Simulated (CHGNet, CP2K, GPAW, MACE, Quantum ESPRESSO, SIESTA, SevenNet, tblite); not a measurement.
# Random packing of 71Si3N4-29SiO2 (mol %) (99 atoms) in other programs, against a plane-wave reference

Aim: run random packing of 71Si3N4-29SiO2 (mol %) (99 atoms) in several programs and set results and cost side by side. A plane-wave run serves as the reference.

Program: Quantum ESPRESSO 7.5. Level of theory: Kohn-Sham DFT, PBE, SSSP efficiency 1.3.0 pseudopotentials, plane waves. Results are calculated unless marked as measured.

**1. Set-up**

The cell holds 99 atoms: 41 Si, 48 N and 10 O. Cell: a = 10.833 Å, b = 10.833 Å, c = 10.833 Å, α = 90.0°, β = 90.0°, γ = 90.0°. 99 atoms (41 Si, 48 N, 10 O) packed at random in a cube at 2.59 g/cm³ and pushed apart as soft spheres, cations and anions kept from their own kind; a start for melting by ab initio MD, not an equilibrated structure. Then every atom was moved at random, 0.05 Å r.m.s. a Cartesian component.

**2. Plane-wave reference**

The input, pw.in:

```
&control
  calculation = 'scf'
  pseudo_dir = './pseudo'
  outdir = './tmp'
  disk_io = 'none'
  tprnfor = .true.
  tstress = .true.
/
&system
  ibrav = 0
  nat = 99
  ntyp = 3
  ecutwfc = 60
  ecutrho = 480
  nosym = .true.
  occupations = 'smearing'
  smearing = 'fd'
  degauss = 0.003675
/
&electrons
  conv_thr = 5.0e-07
  electron_maxstep = 100
  mixing_beta = 0.4
  mixing_mode = 'plain'
  diagonalization = 'david'
/
ATOMIC_SPECIES
Si 28.085 Si.upf
N 14.007 N.upf
O 15.999 O.upf
CELL_PARAMETERS angstrom
10.83330 0.00000 0.00000
0.00000 10.83330 0.00000
0.00000 0.00000 10.83330
ATOMIC_POSITIONS crystal
Si 0.99885 0.97385 0.20373
Si 0.12507 0.37136 0.42999
Si 0.76913 0.20080 0.92222
Si 0.21470 0.38366 0.02861
Si 0.20269 0.11380 0.99731
Si 0.40495 0.46896 0.13970
Si 0.09918 0.94800 0.59246
Si 0.08082 0.55230 0.60641
Si 0.76252 0.42675 0.00914
Si 0.67728 0.07642 0.23770
Si 0.81991 0.41531 0.46223
Si 0.31042 0.23068 0.34854
[... 83 atom lines left out ...]
O 0.51831 0.79316 0.31819
O 0.60556 0.45074 0.50396
O 0.03098 0.79911 0.98198
O 0.23865 0.15785 0.21694
K_POINTS gamma
```

Run with:

```console
$ OMP_NUM_THREADS=1 mpirun -np 2 pw.x -in pw.in > output.txt
```

The program printed:

```text
Program PWSCF
     gamma-point specific algorithms are used
     Parallelization info
     sticks:   dense  smooth     PW     G-vecs:    dense   smooth      PW
     Min        8002    4001   1000               761666   269384   33640
     Max        8003    4004   1001               761673   269385   33643
     Sum       16005    8005   2001              1523339   538769   67283
     bravais-lattice index     =            0
     lattice parameter (alat)  =      20.4720  a.u.
     unit-cell volume          =    8579.8345 (a.u.)^3
     number of atoms/cell      =           99
     number of atomic types    =            3
     number of electrons       =       464.00
     number of Kohn-Sham states=          278
     kinetic-energy cutoff     =      60.0000  Ry
[... lines left out ...]
     scf convergence threshold =      5.0E-07
[... lines left out ...]
     number of k points=     1  Fermi-Dirac smearing, width (Ry)=  0.0037
[... lines left out ...]
     total energy              =   -1832.45284724 Ry
[... lines left out ...]
     total energy              =   -1827.02045440 Ry
[... lines left out ...]
     total energy              =   -1837.29112187 Ry
[... lines left out ...]
     total energy              =   -1845.05712996 Ry
[... lines left out ...]
     total energy              =   -1845.05712998 Ry
[... lines left out ...]
   -12.0159 -11.9712 -11.0705 -10.6922 -10.2169 -10.1625  -9.8876  -9.7557
    -9.6491  -9.5807  -9.3785  -9.1674  -9.1294  -9.0580  -8.9001  -8.8751
[...]
7.2057   7.2819   7.3391   7.4316   7.4877   7.5149   7.5891   7.6411
     7.6645   7.7359   7.8390   7.8652   7.9435   8.0272   8.1152   8.1925
     8.2435   8.3487   8.4010   8.4860   8.5382   8.7348
     the Fermi energy is     6.2605 ev
!    total energy              =   -1845.05712980 Ry
     estimated scf accuracy    <       0.00000024 Ry
     smearing contrib. (-TS)   =      -0.03925166 Ry
     internal energy E=F+TS    =   -1845.01787814 Ry
     The total energy is F=E-TS. E is the sum of the following terms:
     one-electron contribution =    -305.15676760 Ry
     hartree contribution      =     411.53955316 Ry
     xc contribution           =    -573.58835323 Ry
     ewald contribution        =   -1282.48613247 Ry
     one-center paw contrib.   =     -95.32617801 Ry
     convergence has been achieved in  56 iterations
     Forces acting on atoms (cartesian axes, Ry/au):
     atom    1 type  1   force =     0.02786866   -0.05056939    0.04391719
     atom    2 type  1   force =    -0.06317474    0.01317084   -0.08860396
     atom    3 type  1   force =    -0.01751337    0.03127353   -0.04209637
[...]
atom   98 type  3   force =    -0.06933875   -0.11501834   -0.00598938
     atom   99 type  3   force =     0.08620285    0.06586867   -0.01955897
     Total force =     0.995991     Total SCF correction =     0.001224
     Computing stress (Cartesian axis) and pressure
          total   stress  (Ry/bohr**3)                   (kbar)     P=     -163.32
  -0.00125630   0.00003873   0.00003979         -184.81        5.70        5.85
   0.00003873  -0.00104236  -0.00002712            5.70     -153.34       -3.99
   0.00003979  -0.00002712  -0.00103211            5.85       -3.99     -151.83
     Message from routine punch:
     Nothing written, as per user request (disk_io='none')
```

Elapsed: 20 min, on 2 MPI ranks of Arm Neoverse V1, shared host; peak memory 4.6 GiB; 39 min of CPU time.

Banners, paths, timers and routine set-up lines are dropped from the logs unmarked, and long logs keep their key lines alone; longer cuts are marked.

Numbers from this run:

| Item | Value |
| --- | --- |
| r.m.s. force component | 1.486 eV/Å |
| longest force | 4.95 eV/Å |
| pressure | -16.33 GPa |

**3. What was run beside it**

The programs:
- CHGNet: machine-learned potential, published weights.
- CP2K 2026.2: Gaussian basis with GTH pseudopotentials and a plane-wave density; labels give functional, basis (MOLOPT sets; SR short-range, UZH the newer set with its own potentials), grid cutoff/relative cutoff and solver (OT: orbital transformation; TRS4, TC2, SIGN: linear-scaling purification with its sparsity filter), or its built-in tight binding.
- GPAW 26.7.0: PAW with atomic orbitals (LCAO), plane waves or a real-space grid of spacing h.
- MACE: machine-learned potential, published weights.
- SIESTA 5.4.2: numerical atomic orbitals, whose automatically made sets are far from complete, with PseudoDojo norm-conserving potentials that we converted to its format (checked against plane waves on the same files for H, C, O, Si, Ge and Ca alone); labels give functional, basis size, energy shift and mesh cutoff.
- SevenNet: machine-learned potential, published weights.
- tblite 0.8.0: extended tight binding, driven from Python.

All use the same cell and atoms; the electronic-structure runs use the same k-mesh, and an electronic temperature of 580 K (0.05 eV) where levels are smeared.

Differences are against the plane-wave reference, forces as r.m.s. over components; share is that over the reference's r.m.s. force, slope the least-squares factor from reference forces to these. Total energies of different programs have different zeros and aren't compared.

| run | Δ force, r.m.s. (meV/Å) | share (%) | slope | Δ pressure (GPa) | cores | CPU time | memory (GiB) |
| --- | --- | --- | --- | --- | --- | --- | --- |
| reference | - | - | - | - | 2 | 39 min | 4.6 |
| CHGNet 0.3.0 potential | 622 | 41.8 | 0.968 | -3.66 | 1 | 4 s | 1.4 |
| CP2K PBE, DZVP-MOLOPT-SR, 210/50 Ry, diagonalisation (coarse) | 69.3 | 4.66 | 0.995 | 0.761 | 2 | 9.7 min | 1.1 |
| CP2K PBE, DZVP-MOLOPT-SR, 420/50 Ry, diagonalisation (coarse) | 59.4 | 4.00 | 0.994 | 0.664 | 4 | 12 min | 3.2 |
| CP2K PBE, DZVP-MOLOPT-SR, 600/50 Ry, diagonalisation | 50.4 | 3.39 | 0.994 | 0.657 | 4 | 14 min | 4.6 |
| CP2K PBE, SZV-MOLOPT-SR, 600/50 Ry, diagonalisation (coarse) | 1190 | 80.1 | 0.790 | 25.2 | 2 | 7.9 min | 3.4 |
| GPAW PBE, LCAO dzp, h 0.18 Å | 250 | 16.8 | 0.940 | - | 2 | 11 min | 2.0 |
| GPAW PBE, LCAO sz(dzp), h 0.18 Å (coarse) | 1360 | 91.5 | 0.701 | - | 1 | 2.7 min | 1.3 |
| GPAW PBE, LCAO szp(dzp), h 0.18 Å (coarse) | 422 | 28.4 | 0.889 | - | 1 | 7.6 min | 1.7 |
| MACE MPA-0 medium potential | 450 | 30.3 | 1.009 | -2.15 | 1 | 8.4 s | 1.2 |
| SIESTA PBE, DZP, shift 0.002 Ry, mesh 500 Ry | 176 | 11.9 | 0.956 | 2.29 | 4 | 50 min | 4.2 |
| SIESTA PBE, DZP, shift 0.01 Ry, mesh 150 Ry (coarse) | 200 | 13.4 | 0.951 | 1.99 | 2 | 4.1 min | 0.9 |
| SIESTA PBE, DZP, shift 0.01 Ry, mesh 500 Ry | 199 | 13.4 | 0.951 | 2.00 | 2 | 18 min | 2.5 |
| SIESTA PBE, SZP, shift 0.01 Ry, mesh 500 Ry (coarse) | 537 | 36.1 | 0.904 | 5.49 | 2 | 13 min | 2.2 |
| SevenNet l3i5 potential | 524 | 35.2 | 0.953 | -1.80 | 1 | 10 s | 1.7 |
| tblite GFN1-xTB | 592 | 39.8 | 0.974 | -2.28 | 1 | 7.3 s | 0.15 |
| tblite GFN2-xTB | 1081 | 72.8 | 1.238 | -5.69 | 1 | 16 s | 0.16 |

Rows marked coarse were listed beforehand as settings not expected to be converged; some can still land near the reference.

Times of the machine-learned potentials are mostly Python's start and the loading of weights.

CPU time is summed over cores on a shared host, where runs went side by side, so it is rough. Symmetry, cutoffs, thresholds, outputs and thread counts weren't matched or tuned between programs; memory under MPI is the largest rank's times the ranks.

Mean charges by element (e), by run and scheme:

| run | scheme | Si | N | O |
| --- | --- | --- | --- | --- |
| CP2K PBE, DZVP-MOLOPT-SR, 420/50 Ry, diagonalisation | Mulliken | +0.41 | -0.27 | -0.40 |
| CP2K PBE, DZVP-MOLOPT-SR, 420/50 Ry, diagonalisation | Hirshfeld | +0.28 | -0.20 | -0.21 |
| CP2K PBE, DZVP-MOLOPT-SR, 600/50 Ry, diagonalisation | Mulliken | +0.41 | -0.27 | -0.40 |
| CP2K PBE, DZVP-MOLOPT-SR, 600/50 Ry, diagonalisation | Hirshfeld | +0.28 | -0.20 | -0.21 |
| SIESTA PBE, DZP, shift 0.002 Ry, mesh 500 Ry | Hirshfeld | +0.26 | -0.18 | -0.19 |
| SIESTA PBE, DZP, shift 0.01 Ry, mesh 500 Ry | Hirshfeld | +0.22 | -0.16 | -0.15 |
| tblite GFN1-xTB | Mulliken | +0.28 | -0.17 | -0.31 |
| tblite GFN2-xTB | Mulliken | +0.48 | -0.32 | -0.42 |

Within one program, basis, potentials and functional, energies share a zero. Each run against its twin at the usual cutoff or grid and solver:

| run | twin | Δ energy (meV/atom) | Δ force, r.m.s. (meV/Å) | CPU time over the twin's |
| --- | --- | --- | --- | --- |
| CP2K PBE, DZVP-MOLOPT-SR, 210/50 Ry, diagonalisation | DZVP-MOLOPT-SR, 600/50 Ry, diagonalisation | -2.46 | 55.9 | 0.69 (this twin ran on 4 cores) |
| CP2K PBE, DZVP-MOLOPT-SR, 420/50 Ry, diagonalisation | DZVP-MOLOPT-SR, 600/50 Ry, diagonalisation | -0.174 | 41.6 | 0.87 |
| SIESTA PBE, DZP, shift 0.01 Ry, mesh 150 Ry | DZP, shift 0.01 Ry, mesh 500 Ry | 1.11 | 15.1 | 0.23 |

**4. Summary of results**

* reference r.m.s. force component: 1.49 eV/Å
* nearest in forces: CP2K PBE, DZVP-MOLOPT-SR, 600/50 Ry, diagonalisation, 3.4 %
* farthest in forces: GPAW PBE, LCAO sz(dzp), h 0.18 Å (coarse), 91 %
* cheapest electronic-structure run beside the reference: tblite GFN1-xTB, 7.3 s of CPU time

**Reading.** The PBE runs in local orbitals, coarse settings apart, differ by 3.4 % (CP2K PBE, DZVP-MOLOPT-SR, 600/50 Ry, diagonalisation) to 17 % (GPAW PBE, LCAO dzp, h 0.18 Å); basis, grid and potentials can all enter. Tight binding differs by 40 % (tblite GFN1-xTB) to 73 % (tblite GFN2-xTB); it is another model, with fitted parameters of its own, and the xTB methods hold dispersion. Machine-learned potentials differ by 30 % (MACE MPA-0 medium potential) to 42 % (CHGNet 0.3.0 potential); they were trained on other programs' data. tblite GFN2-xTB needed 88 SCF steps, so its time overstates the method's usual cost. Runs with settings chosen to be coarse differ by 4.0 % (CP2K PBE, DZVP-MOLOPT-SR, 420/50 Ry, diagonalisation) to 91 % (GPAW PBE, LCAO sz(dzp), h 0.18 Å), their programs' other errors included. Of the electronic-structure runs that take under half the reference's CPU time, CP2K PBE, DZVP-MOLOPT-SR, 600/50 Ry, diagonalisation comes nearest, at 3.4 % in 14 min against 39 min. In pressure, CP2K PBE, SZV-MOLOPT-SR, 600/50 Ry, diagonalisation misses by +25.2 GPa, at the same functional. Charges hang on model, scheme and program or settings: among these rows the mean for O runs from -0.42 to -0.15 e. In the reference: levels near the Fermi energy are neither full nor empty under the smearing, so no gap is quoted. Periodic xTB results under one method name differ between programs and library versions. The reference's pressure holds the uncorrected Pulay stress of its 60 Ry basis, so small pressure differences, and their order, may be the reference's own error. Machine-learned potentials mimic data converged in k, so the reference's own k-point error enters their differences. The reference's stress is far from hydrostatic: its diagonal is -18.5, -15.3, -15.2 GPa, compression counted positive. The reference's pressure of -16 GPa belongs to a cell and atoms that aren't relaxed at this level. The electronic-structure runs sample only Γ, in a cell whose shortest periodic width is 11 Å, which is coarse for a cell with partly filled levels.

[Also dropped from logs without a mark: logging warnings of Python, and SIESTA's first energy breakdown and zero terms.]

[Logs are printed without paths, hosts, clocks, repeated set-up lines and the standing remarks that a program may print on its own settings, such as how far it seeks lower states.]

[Hosts, paths, dates, database ids (printed as entryN), source tags and the programs' standing remarks are cut or masked in the printed files.]
